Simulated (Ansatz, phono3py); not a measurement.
# Heat carried by phonons in CaO (Lime, Fm-3m), part 4 of 4

Wanted: κ(T), lifetimes and mean free paths for CaO (Lime).

Experimental results on record:
- thermal conductivity 27 W/m/K near room temperature (given in “Combining the AFLOW GIBBS and Elastic Libraries to efficiently and robustly screen thermo-mechanical properties of solids”, 2017, arXiv:1611.05714)
- thermal conductivity 27 W/m/K near room temperature (given in “Predicting the lattice thermal conductivity of solids by solving the Boltzmann transport equation: AFLOW - AAPL an automated, accurate and efficient framework”, 2017, arXiv:1611.05481)

Ansatz 0.2.0; DFT LDA, scalar-relativistic, plane waves, PAW; PAW set soft_1.

So far, κ at 300 K (relaxation time) (W/m/K): step 6 (a cheap rung) 172. Also highest frequency (cm⁻¹): step 6 570. The relaxed cell has a = 4.707 Å (conventional setting).

## Step 7: Anharmonic force constants and conductivity, third order supercell 3×3×3, pair cutoff 3.479 Å (continued)

300 K; a sample spread over frequency. Mode lifetimes, by row, the first 40 of 90 rows:

| q1 | q2 | q3 | branch | frequency (THz) | rms speed (km/s) | three-phonon rate (1/ps) | isotope rate (1/ps) | lifetime (ps) | mean free path (nm) |
| --- | --- | --- | --- | --- | --- | --- | --- | --- | --- |
| 0 | 0 | 0.0435 | 1 | 0.808 | 5.04 | 0.0157 | 7.82e-7 | 63.8 | 322 |
| 0 | 0 | 0.1304 | 2 | 2.352 | 4.58 | 0.119 | 1.18e-4 | 8.42 | 38.6 |
| 0 | 0.087 | -0.1304 | 2 | 3.175 | 4.1 | 0.388 | 4.78e-4 | 2.58 | 10.6 |
| 0.0435 | 0.1304 | -0.1304 | 1 | 3.697 | 3.89 | 0.378 | 0.00102 | 2.64 | 10.3 |
| 0 | 0.0435 | 0.2609 | 1 | 4.079 | 3.4 | 0.329 | 0.00175 | 3.02 | 10.3 |
| 0.087 | 0.1739 | 0.3043 | 2 | 4.375 | 4.18 | 0.15 | 0.0025 | 6.54 | 27.3 |
| 0.0435 | 0.1304 | 0.1739 | 3 | 4.652 | 7.08 | 0.367 | 0.00328 | 2.7 | 19.1 |
| 0.087 | 0.2609 | 0.3478 | 1 | 4.89 | 3.13 | 0.258 | 0.00519 | 3.8 | 11.9 |
| 0 | 0.3043 | 0.3043 | 2 | 5.059 | 2.53 | 0.0581 | 0.00617 | 15.6 | 39.5 |
| 0 | 0.1304 | 0.3478 | 2 | 5.249 | 3.28 | 0.394 | 0.00926 | 2.48 | 8.12 |
| 0 | 0 | 0.3913 | 1 | 5.377 | 1.52 | 0.479 | 0.012 | 2.04 | 3.09 |
| 0.087 | 0.3043 | 0.3913 | 2 | 5.494 | 3.27 | 0.0572 | 0.0124 | 14.4 | 47 |
| 0.0435 | 0.3478 | 0.3913 | 2 | 5.595 | 2.35 | 0.0586 | 0.0153 | 13.5 | 31.7 |
| 0.0435 | 0.1304 | -0.3043 | 2 | 5.699 | 3.04 | 0.323 | 0.0237 | 2.88 | 8.77 |
| 0.0435 | 0.2609 | -0.2609 | 1 | 5.758 | 1.73 | 0.469 | 0.0267 | 2.02 | 3.49 |
| 0.0435 | 0.1739 | -0.4783 | 1 | 5.855 | 1.04 | 0.391 | 0.0278 | 2.39 | 2.49 |
| 0 | 0.2609 | 0.4783 | 1 | 5.926 | 1.37 | 0.194 | 0.0266 | 4.53 | 6.22 |
| 0.0435 | 0.1304 | 0.4783 | 2 | 5.991 | 2.45 | 0.417 | 0.0301 | 2.24 | 5.48 |
| 0 | 0.3043 | -0.3043 | 1 | 6.065 | 1.03 | 0.408 | 0.0321 | 2.27 | 2.34 |
| 0.0435 | 0.3043 | 0.4348 | 2 | 6.141 | 3.4 | 0.117 | 0.0304 | 6.77 | 23 |
| 0.1304 | 0.2609 | -0.3913 | 1 | 6.21 | 1.49 | 0.374 | 0.0371 | 2.44 | 3.63 |
| 0 | 0.3478 | -0.3913 | 1 | 6.282 | 0.23 | 0.249 | 0.0363 | 3.5 | 0.812 |
| 0.0435 | 0.3913 | -0.3913 | 1 | 6.355 | 1.13 | 0.197 | 0.0281 | 4.43 | 5 |
| 0.087 | 0.1739 | -0.4348 | 2 | 6.459 | 2.56 | 0.377 | 0.0271 | 2.47 | 6.34 |
| 0 | 0.1739 | -0.3478 | 2 | 6.568 | 3.4 | 0.24 | 0.0232 | 3.79 | 12.9 |
| 0.1304 | 0.4348 | -0.4348 | 1 | 6.736 | 2.12 | 0.163 | 0.0209 | 5.43 | 11.5 |
| 0.087 | 0.2609 | -0.2609 | 2 | 6.864 | 3.49 | 0.168 | 0.0198 | 5.32 | 18.5 |
| 0.087 | 0.1739 | 0.3043 | 3 | 6.986 | 5.46 | 0.213 | 0.0151 | 4.39 | 24 |
| 0 | 0.2174 | -0.3913 | 2 | 7.217 | 3.28 | 0.259 | 0.0189 | 3.6 | 11.8 |
| 0 | 0.3043 | -0.4783 | 2 | 7.414 | 3.22 | 0.241 | 0.0176 | 3.87 | 12.5 |
| 0.087 | 0.2174 | -0.1304 | 3 | 7.596 | 4.75 | 0.159 | 0.0135 | 5.81 | 27.6 |
| 0 | 0.3478 | -0.4348 | 2 | 7.834 | 3.59 | 0.236 | 0.0174 | 3.94 | 14.1 |
| 0.1304 | 0.3913 | -0.2609 | 2 | 8.09 | 2.53 | 0.246 | 0.0166 | 3.81 | 9.64 |
| 0.0435 | 0.1739 | -0.2174 | 3 | 8.329 | 4.77 | 0.116 | 0.0092 | 7.98 | 38 |
| 0.087 | 0.2609 | -0.1739 | 3 | 8.648 | 3.28 | 0.16 | 0.0115 | 5.84 | 19.2 |
| 0 | 0.0435 | 0.087 | 4 | 8.783 | 0.49 | 0.854 | 0.00688 | 1.16 | 0.574 |
| 0 | 0.087 | 0.1304 | 4 | 8.883 | 0.58 | 0.869 | 0.01 | 1.14 | 0.663 |
| 0.1304 | 0.3913 | -0.3478 | 3 | 8.962 | 2.44 | 0.327 | 0.0421 | 2.71 | 6.6 |
| 0 | 0.087 | -0.1304 | 4 | 9.022 | 1.01 | 0.653 | 0.013 | 1.5 | 1.51 |
| 0 | 0.1739 | 0.2174 | 4 | 9.072 | 0.57 | 0.775 | 0.0188 | 1.26 | 0.713 |

Without the LO-TO term. Gamma linewidths, by row:

| branch | frequency (cm⁻¹) | three-phonon rate (1/ps) | isotope rate (1/ps) | FWHM (cm⁻¹) |
| --- | --- | --- | --- | --- |
| 4 | 290.4 | 0.866 | 0.00473 | 4.62 |
| 5 | 290.4 | 0.866 | 0.00473 | 4.62 |
| 6 | 290.4 | 0.866 | 0.00473 | 4.62 |

W/m/K, third of the trace; RTA populations with a boundary rate v/L added to each mode (Matthiessen's rule). Kappa by grain size, by row:

| T (K) | bulk | 10 nm | 30 nm | 100 nm | 300 nm | 1000 nm | 10000 nm | 100000 nm |
| --- | --- | --- | --- | --- | --- | --- | --- | --- |
| 100 | 150.6 | 6.372 | 15.02 | 31.69 | 51.57 | 74.7 | 117.8 | 144.3 |
| 300 | 36.77 | 8.955 | 15.24 | 22.07 | 26.94 | 30.92 | 35.51 | 36.62 |
| 600 | 18.38 | 6.859 | 10.18 | 13.14 | 15.08 | 16.63 | 18.09 | 18.35 |

W/m/K, third of the trace; RTA populations with the isotope rates scaled. Kappa by mass disorder, by row:

| T (K) | no isotopes | as typed | variance x 3 | variance x 10 | variance x 30 |
| --- | --- | --- | --- | --- | --- |
| 100 | 181 | 150.6 | 129.4 | 102.9 | 75.53 |
| 300 | 39.25 | 36.77 | 33.39 | 27.44 | 21.39 |
| 600 | 19 | 18.38 | 17.38 | 15.15 | 12.26 |

At 300 K the relaxation-time value is 36.9 W/(m K).

## Step 8: Levels and costs side by side

Ladder, by row:

| cells or q mesh | k mesh | pair cutoff | atoms in the supercell | q-mesh of the transport sums | κ at 300 K (relaxation time) (W/m/K) | κ at 300 K (full solution) (W/m/K) | core-minutes |
| --- | --- | --- | --- | --- | --- | --- | --- |
| 2x2x2 | 6x6x6 | 2.504 | 16 | 13×13×13 | 171.8 | 172.2 | 8.7 |
| 6x6x6 | 6x6x6 | 3.479 | 54 | 23×23×23 | 36.94 | - | 78.4 |

## Step 9: Results

```yaml
highest_frequency: 569.9 cm⁻¹
debye_temperature_from_the_second_moment: 587 K
kappa_at_300_k_relaxation_time: 36.94 W/m/K
mean_free_path_at_half_of_kappa: 37.1 nm
share_of_kappa_above_the_three_lowest_branches: 0.078
```

What this shows: The lattice of CaO (Lime) conducts 36.9 W/(m K) at 300 K by LDA (mean over directions). Above 300 K the relaxation-time κ falls as T^-0.98, near the 1/T law of three-phonon scattering. Grains of 100 nm would keep 60 % of the bulk value at 300 K, and grains of 1 µm 84 %. Removing the natural isotope disorder raises κ at 300 K by 7 %. The first rung (16 atoms, cutoff 2.50 Å) gave 172 W/(m K) by relaxation time for 0.11 times the cost of the last; short cutoffs miss scattering channels and can err either way, and the meshes changed too. A measured thermal conductivity near room temperature is 27 W/m/K (arXiv:1611.05714); the calculated 38.9 W/m/K differs by +44 %. The relaxed cell is 6 % smaller in volume than the database cell, which stiffens most phonons and usually raises κ; no run here tested that. Four-phonon, defect and boundary scattering, which are left out, would lower the calculated value; thermal expansion is left out too. The last run computed the relaxation-time solution alone; it counts normal processes as resistive, so the full solution usually lies higher: phono3py's direct solution on these constants gave 38.93 W/(m K) on a 19×19×19 mesh, and that is the three-phonon value to set against a measurement. The sum rules changed one orbit of cubic constants by up to 13 %; by the manual a large change points to a short cutoff or, on a small and distant orbit, to noisy forces. The conductivities include the coherence part between close branches; the shares for grains, isotopes, branches and paths are of the relaxation-time populations alone. Cubic couplings among atoms farther apart than the pair cutoff are dropped, and neither the cutoff nor the q-mesh was shown to be converged here. The PAW files were made for PBE and are used here under another functional, for which the program regenerates the frozen cores. The cell of these runs is 6 % smaller in volume than the database cell; frequencies and all that rests on them shift with it.

[Logs are printed without paths, hosts, clocks, repeated set-up lines and the standing remarks that a program may print on its own settings, such as how far it seeks lower states.]

[Hosts, paths, dates, database ids (printed as entryN), source tags and the programs' standing remarks are cut or masked in the printed files.]

[A step with changed settings may run another functional than the one named; its input shows which.]

[Pressures of single members of a volume series are the stress at the run's cutoff; with an incomplete basis they can lie off −dE/dV of the same runs, and they are not shown converged.]
